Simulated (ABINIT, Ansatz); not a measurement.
Planning a run of ABINIT 10.8.3 on BaZrSe3 (P1). The input:

```
acell 3*1.0 Angstrom
rprim 
  5.287383000000 -0.000000000000 -0.000000000000
  0.003576000000 5.296392000000 -0.000000000000
  0.007950000000 0.010054000000 5.309462000000
ntypat 3
znucl 56 40 34
natom 5
typat 1 2 3 3 3
xred 
  0.998643000000 0.998478000000 0.998673000000
  0.476578000000 0.490069000000 0.476727000000
  0.488317000000 0.998506000000 0.502693000000
  0.983845000000 0.511636000000 0.518540000000
  0.492614000000 0.501310000000 0.993370000000
pp_dirpath "pseudos"
pseudos "Ba.upf, Zr.upf, Se.upf"
ecut 48
ngkpt 4 4 4
nshiftk 1
shiftk 0.11 0.21 0.31
kptopt 3
chksymbreak 0
iscf -2
irdden 1
istwfk *1
nband 66
nbdbuf 6
tolwfr 1e-09
nstep 60
prtvol 0
indata_prefix "in"
outdata_prefix "out"
tmpdata_prefix "tmp"
```

```sh
OMP_NUM_THREADS=1 mpirun -n 8 abinit run.abi > log
```

How long will it take on 8 MPI ranks of AMD EPYC 7R43, shared host, and how much memory?

It took 5.7 min; on shared hardware allow 2.8 min to 11 min. Peak host memory was 1.8 GiB.

[Paths, hosts, dates, memory and timing lines, banners, echoed tables and standing remarks are left out of the program output.]

[Logs are printed without paths, hosts, clocks, repeated set-up lines and the standing remarks that a program may print on its own settings, such as how far it seeks lower states.]

[Runs of the session that timed out or met a known fault of the program may be left out.]

[Hosts, paths, dates, database ids (printed as entryN), source tags and the programs' standing remarks are cut or masked in the printed files.]

[G0W0 gaps are taken among the corrected bands and points alone; a level outside them can change the order at an edge.]

[Where Ansatz stands beside ABINIT at settings called matched, ABINIT's density can come from a denser mesh and the files from another edition; pairs whose starting gaps differed by over 0.03 eV were left out, so agreement reads better than it is.]
